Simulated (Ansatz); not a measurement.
# Optical response of AlBiS3 (model structure), part 2 of 2

Aim: the dielectric function of AlBiS3 (model structure), and the optical constants that follow from it. The structure is a model built here, which may or may not match a known phase. It was built so: All Fe replaced by Al and O replaced by S in the R-3m structure of FeBiO3.

Ansatz 0.2.0; DFT, PBE, plane-wave PAW, default files, scalar-relativistic, independent-particle optical response without local fields.

So far. Step 3 (Ground state and bands): There are states at the Fermi level within the smearing, so the occupations stay smeared and the carriers get a Drude term. The cell is left with a pressure of 0.0 GPa after its relaxation.

### 4. Spectrum

With the density converged, the vertical transitions are summed over the zone.

This step: DFT, PBE, plane-wave PAW, default files, scalar-relativistic, independent-particle optical response without local fields (Ansatz 0.2.0).

input.yaml reads:

```yaml
crystal:
  lattice:
    - [3.3004691833, 1.9055267714, 2.6948617612]
    - [-3.3004691833, 1.9055267714, 2.6948617612]
    - [0.0, -3.8110535429, 2.6948617612]
  atoms:
    - { symbol: Bi, position: [0.0, 0.0, 0.0] }
    - { symbol: S, position: [0.5, 0.5, 0.0] }
    - { symbol: S, position: [0.5, 0.0, 0.5] }
    - { symbol: S, position: [0.0, 0.5, 0.5] }
    - { symbol: Al, position: [0.5, 0.5, 0.5] }
kpoints:
  mp_grid: { grid: [6, 6, 6] }
scf:
  occupations: { method: fermi_dirac, width: 0.1 }
hamiltonian:
  xc: pbe
  pseudopotentials: { kind: paw }
output:
  optics:
    e_range: [0, 30]
    de: 0.05
    sigma: 0.2
    drude_damping: 0.1
    nscf_kmesh: { grid: [7, 7, 7] }
    bands: auto
```

Launch:

```
$ ansatz run input.yaml --threads 2 --pin off --max-ram 5120MiB --backend cpu --events-out ev --progress --plain --runs-dir out
```

Numbers of over 12 decimals in the logs are rounded to 6 here.

The log of the run:

```text
[...]
Crystal: 5 atoms, lattice volume = 101.690 Å³
Basis set: ecut = 420 eV, 1935 PW (Γ)
Bands: 23, of which v1, the nominal top of the filled ones, is band 18 counted from 1 (17 counted from 0)
Symmetry: 12 space group operations
[...]
k-points: 32 of 216
[...]
SCF iter   1: F=—  HF=-15641.691115 eV  |F-HF|=—  |Δ(HF+E_count)|=         —  Δρ=2.92e-3  dr2=1.73e-2  ethr=1.77e-3  ⟨swp⟩=7.0  Hψ=3829  notcnv=0
[...]
SCF iter  10: F=-15641.686497 eV  HF=-15641.686497 eV  |F-HF|=1.82e-12  |Δ(HF+E_count)|=  9.09e-12  Δρ=2.38e-8  dr2=6.90e-13  ethr=1.00e-12  ⟨swp⟩=2.2  Hψ=1467  notcnv=0
SCF 1 converged in 10 iterations: F = -15641.686497 eV  dr2 = 6.90e-13
[...]
output.optics: what the bands over the 91 summed would add to eps1, eps2 and the energy-loss function is held between a lower and an upper bound (6 Lanczos steps). eps1, eps2 and their loss function (loss_summed_bands) are given on every row as the summed bands alone make them. Along an axis, on a row where the two bounds hold the loss function to about 1 % of the greater of itself and 0.5 % of |1/eps|, its cell (loss_completed) is given, with the completed eps1 and eps2 that it is formed of (a cell that is left empty reads nan in the table and null in the record). The two bounds hold it so along every axis on all 600 rows up to 30.000 eV. [rest of the remark cut]
SCF converged after 10 iterations
Free energy (F): -15641.686497 eV
[...]
Internal energy: -15641.617535 eV  (E = F + TS)
E sigma→0 (E₀):  -15641.652016 eV
Entropy (-TS):   -0.068962 eV (-13.792 meV/atom)
Fermi energy:    8.410412 eV
[...]
--- Band table (eV; the first three rows and the last of 32) ---
  k-point 0: bands = [... 14 lower, 6.7841, 7.0914, 7.0914, 7.0915, 8.8905, 11.3170, 11.3172, 11.3172, ... 1 higher]
  k-point 1: bands = [... 14 lower, 6.4727, 6.9068, 7.0831, 7.0832, 9.7131, 10.5022, 10.9558, 10.9559, ... 1 higher]
  k-point 2: bands = [... 14 lower, 6.1099, 6.5837, 7.3016, 7.3017, 8.9466, 10.3251, 10.3253, 11.2956, ... 1 higher]
  k-point 31: bands = [... 14 lower, 6.9268, 8.6430, 8.6431, 8.6431, 11.3964, 11.3965, 11.3965, 12.7941, ... 1 higher]
```

It took 1.7 min on 2 threads of Arm Neoverse V1, shared host; peak memory 1.2 GiB.

This step gave:

```
main peak of the optical conductivity above 1 eV, first axis : 6.871 eV
centre of weight of the strongest loss peak in the window    : 18.94 eV
Drude plasma energy, first axis                              : 3.912 eV
bands summed                                                 : 91
spectra valid up to                                          : 35.36 eV
program's estimate of the k-sum error in Im epsilon          : 0.21 %
electrons in the f-sum                                       : 34.41
```

The Im ε, any direction has structure finer than the step of the table below, so its rows give means over 1 eV, whole bins alone (the curve runs from 0.3 to 30 eV). Peaks (eV: height): 1.9: 17.8, 2.9: 18.4, 6.8: 9.55.

Im ε, any direction against photon energy; means over each step:

```
photon energy (eV)  Im ε, any direction
                 1                 12.9
                 2                 15.8
                 3                 15.7
                 4                 8.82
                 5                 4.47
                 6                 5.27
                 7                 8.42
                 8                 5.74
                 9                 3.53
                10                 2.22
                11                 2.28
                12                 1.97
                13                 1.67
                14                0.938
                15                0.743
                16                0.493
                17                0.362
                18                0.268
                19                0.231
                20                0.182
                21                0.143
                22                0.111
                23                0.106
                24                0.227
                25                0.242
                26                0.412
                27               0.0768
                28               0.0487
                29               0.0431
```

Re ε, any direction against photon energy:

```
photon energy (eV)  Re ε, any direction
                 1                 5.65
                 2                 7.25
                 3                0.230
                 4                -2.10
                 5                -1.47
                 6                 5.22
                 7                -1.24
                 8                -2.02
                 9                -2.28
                10                -1.79
                11               -0.953
                12                -1.13
                13                -1.36
                14               -0.960
                15               -0.782
                16               -0.503
                17               -0.324
                18               -0.105
                19               0.0383
                20                0.175
                21                0.268
                22                0.386
                23                0.503
                24                0.680
                25                0.625
                26                0.461
                27                0.439
                28                0.577
                29                0.655
                30                0.710
```

Values under 1 per cm are given as 1. Table of absorption coefficient, any direction by photon energy:

photon energy (eV), log10 absorption coefficient, any direction (1/cm) and a bar from the least value:
```
     1.00        5.3 #########
     2.00        5.7 ##################
     3.00        6.0 #######################
     4.00        6.0 ########################
     5.00        5.9 #######################
     6.00        5.8 ###################
     7.00        6.2 #############################
     8.00        6.2 #############################
     9.00        6.2 #############################
    10.00        6.2 ############################
    11.00        6.2 ############################
    12.00        6.2 #############################
    13.00        6.3 ##############################
    14.00        6.2 ############################
    15.00        6.2 ############################
    16.00        6.1 ###########################
    17.00        6.0 #########################
    18.00        5.9 ######################
    19.00        5.8 ####################
    20.00        5.6 ################
    21.00        5.4 ############
    22.00        5.3 ########
    23.00        5.2 ########
    24.00        5.6 ################
    25.00        5.6 ###############
    26.00        5.9 #######################
    27.00        5.0 ###
    28.00        5.0 ##
    29.00        4.9 
    30.00        4.9 #
```

The refractive index n and extinction k by photon energy:

```
photon energy (eV)      n       k
                 1   3.12    2.03
                 2   3.63    2.44
                 3   2.99    2.95
                 4   1.88    2.38
                 5   1.27    1.76
                 6   2.48   0.976
                 7   1.99    2.28
                 8   1.49    2.06
                 9   1.01    1.82
                10  0.697    1.51
                11  0.901    1.33
                12  0.745    1.30
                13  0.692    1.36
                14  0.428    1.07
                15  0.388   0.965
                16  0.314   0.775
                17  0.286   0.638
                18  0.303   0.444
                19  0.368   0.311
                20  0.462   0.196
                21  0.534   0.129
                22  0.627  0.0842
                23  0.713  0.0749
                24  0.841   0.166
                25  0.804   0.144
                26  0.756   0.333
                27  0.664  0.0404
                28  0.760  0.0338
                29  0.810  0.0264
                30  0.843  0.0293
```

The loss function −Im 1/ε at q → 0, any direction has structure finer than the step of the table below, so its rows give means over 1 eV, whole bins alone (the curve runs from 0.3 to 30 eV). Peaks (eV: height): 19.1: 4.26, 26.4: 1.90.

Table of loss function −Im 1/ε at q → 0, any direction by energy loss; means over each step:

```
energy loss (eV)  loss function −Im 1/ε at q → 0, any direction
               1                                         0.0559
               2                                         0.0506
               3                                         0.0619
               4                                          0.109
               5                                          0.229
               6                                          0.134
               7                                          0.115
               8                                          0.148
               9                                          0.193
              10                                          0.293
              11                                          0.368
              12                                          0.383
              13                                          0.366
              14                                          0.495
              15                                          0.639
              16                                          0.979
              17                                           1.60
              18                                           3.23
              19                                           4.11
              20                                           3.01
              21                                           1.57
              22                                          0.691
              23                                          0.397
              24                                          0.511
              25                                          0.533
              26                                           1.19
              27                                          0.507
              28                                          0.147
              29                                          0.100
```

At chosen wavelengths:

```
wavelength (nm)     n      k  R (%)     1/α
           1550  2.17  2.580   48.0   48 nm
           1064  3.38  2.010   41.8   42 nm
            800  3.70  1.842   41.9   35 nm
            450  3.43  2.584   47.8   14 nm
            405  2.85  2.975   51.9   11 nm
            365  2.19  2.729   50.3   11 nm
            193  2.56  1.757   35.0  8.7 nm
```

A polished face would reflect 45 % of daylight and look light grey (CIE x = 0.314, y = 0.321 under D65).

### 5. Outcome

```json
{
  "gap on the path": "0 eV",
  "main peak of the optical conductivity above 1 eV, first axis": "6.87 eV",
  "Drude plasma energy, first axis": "3.91 eV",
  "centre of weight of the strongest loss peak in the window, first axis": "18.9 eV"
}
```

**Reading.** At this level (PBE, independent particles) AlBiS3 is a metal with a Drude plasma energy of 3.9 eV; it reflects 45 % at 550 nm. The cell shrank by 4.6 % in volume. Along x the bare Drude plasma energy is 3.9 eV; Re ε first rises through zero at 0.84 eV, far lower, because interband transitions screen the carriers. Im ε is 11 there, so the loss peak at that energy is weak. The strongest loss structure up to 30 eV has its centre of weight at 18.9 eV; a free-electron gas of the 34.4 electrons in the f-sum would put its plasmon at 21.6 eV. A polished face would reflect 45 % of daylight and look light grey (CIE x = 0.314, y = 0.321 under D65). In the base run ε includes the program's bounded estimate of what the bands above those summed add. The carriers' damping of 0.1 eV is typed, not computed; at 0.8 eV the carriers give 26 % of Im ε along the first axis; the rest comes from the sum over bands, which at low energy also holds close bands and the noise of the mesh. Spin-orbit coupling is left out although heavy atoms are present. The Fermi-Dirac width of 0.1 eV acts as an electron temperature of 1200 K in the carriers' term.

[Logs are printed without paths, hosts, clocks, repeated set-up lines and the standing remarks that a program may print on its own settings, such as how far it seeks lower states.]

[Hosts, paths, dates, database ids (printed as entryN), source tags and the programs' standing remarks are cut or masked in the printed files.]
